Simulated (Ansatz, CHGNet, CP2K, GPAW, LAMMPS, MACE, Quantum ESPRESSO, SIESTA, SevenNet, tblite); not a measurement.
**A faulty GPAW run on glassy 60SiO2-7Al2O3-17Li2O-17SrO (mol %) (89 atoms)**

Program: GPAW 26.7.0, a calculation on a cell of 18 Si, 4 Al, 10 Li, 5 Sr and 52 O, 12.7 Å³ an atom.

run.py reads:

```python
import numpy as np
from ase.io import read
from gpaw import GPAW, FermiDirac

atoms = read("structure.xyz")
atoms.calc = GPAW(
    mode="lcao",
    basis="dzp",
    h=0.18,
    xc="PBE",
    kpts={"size": (1, 1, 1), "gamma": True},
    occupations=FermiDirac(0.05),
    maxiter=60,
    symmetry={"point_group": False},
    nbands=119,
    txt="gpaw.txt",
)
energy = atoms.get_potential_energy(force_consistent=True)
forces = atoms.get_forces()
print(f"energy {energy:.6f} eV")
print("forces (eV/A)")
for i, (a, f) in enumerate(zip(atoms, forces)):
    print(f"{i:4d} {a.symbol:2s} {f[0]:10.5f} {f[1]:10.5f} {f[2]:10.5f}")
print(f"Fermi level {atoms.calc.get_fermi_level():.4f} eV")
for k in range(len(atoms.calc.get_ibz_k_points())):
    for s in range(atoms.calc.get_number_of_spins()):
        e = atoms.calc.get_eigenvalues(kpt=k, spin=s)
        n = np.searchsorted(e, atoms.calc.get_fermi_level())
        print(f"k {k} spin {s} levels about the Fermi level:", np.round(e[max(n - 6, 0):n], 4).tolist(), "|", np.round(e[n:n + 6], 4).tolist())
```

structure.xyz reads:

```xyz
89
Lattice="10.42707 0.00000 0.00000 0.00000 10.42707 0.00000 0.00000 0.00000 10.42707" Properties=species:S:1:pos:R:3 pbc="T T T"
Si 4.05519 0.43387 0.85398
Si 3.09674 2.02462 5.90214
Si 7.29019 3.02197 7.90455
Si 7.70321 7.30708 9.14120
Si 4.84098 0.20281 3.99805
Si 9.05695 2.73471 1.58648
Si 7.02263 7.49435 3.08787
Si 5.31113 4.93440 2.72511
Si 7.04422 7.86284 6.28127
Si 2.51657 4.13089 3.66814
[... 75 atom lines left out ...]
O 6.76602 8.74643 2.21210
O 3.97678 0.96586 5.08758
O 2.22868 2.87933 2.58143
O 9.04371 10.20560 9.36121
```

Started as:

```bash
$ OMP_NUM_THREADS=1 python run.py > output.txt
```

The program printed:

```text
ValueError: Too few bands!  Electrons: 456.0, bands: 119
```

gpaw.txt:

```text
Input parameters:
  mode=LCAO(),
  basis={'default': 'dzp'},
  h=0.18,
  kpts=MonkhorstPack(size=(1, 1, 1), gamma=True),
  maxiter=60,
  nbands=119,
  occupations=Occupations(name='fermi-dirac', width=0.05, fixmagmom=False),
  symmetry=Symmetry(point_group=False),
  xc=XC(name='PBE')
timing:  # [seconds]
  Total: 0.162  # ━━━━━━━━━━━━━━━━━━━━━━━━━━━━━━━━━━━━━━━━━━━━━━━━━━━━━━━━━━━
  Init:  0.145  # ━━━━━━━━━━━━━━━━━━━━━━━━━━━━━━━━━━━━━━━━━━━━━━━━━━━━━
```

Wall time 2.2 s (1 thread of Arm Neoverse V2, shared host); peak memory 0.13 GiB.

Banners, paths, timers and routine set-up lines are dropped from the logs unmarked, and long logs keep their key lines alone; longer cuts are marked.

Q: Find the fault and mend it.

Too few bands: bands 119. Mend: ask for at least half as many bands as electrons, and some more for the smearing.

The program stopped at the start.

[Also dropped from logs without a mark: logging warnings of Python, and SIESTA's first energy breakdown and zero terms.]

[Logs are printed without paths, hosts, clocks, repeated set-up lines and the standing remarks that a program may print on its own settings, such as how far it seeks lower states.]

[Hosts, paths, dates, database ids (printed as entryN), source tags and the programs' standing remarks are cut or masked in the printed files.]
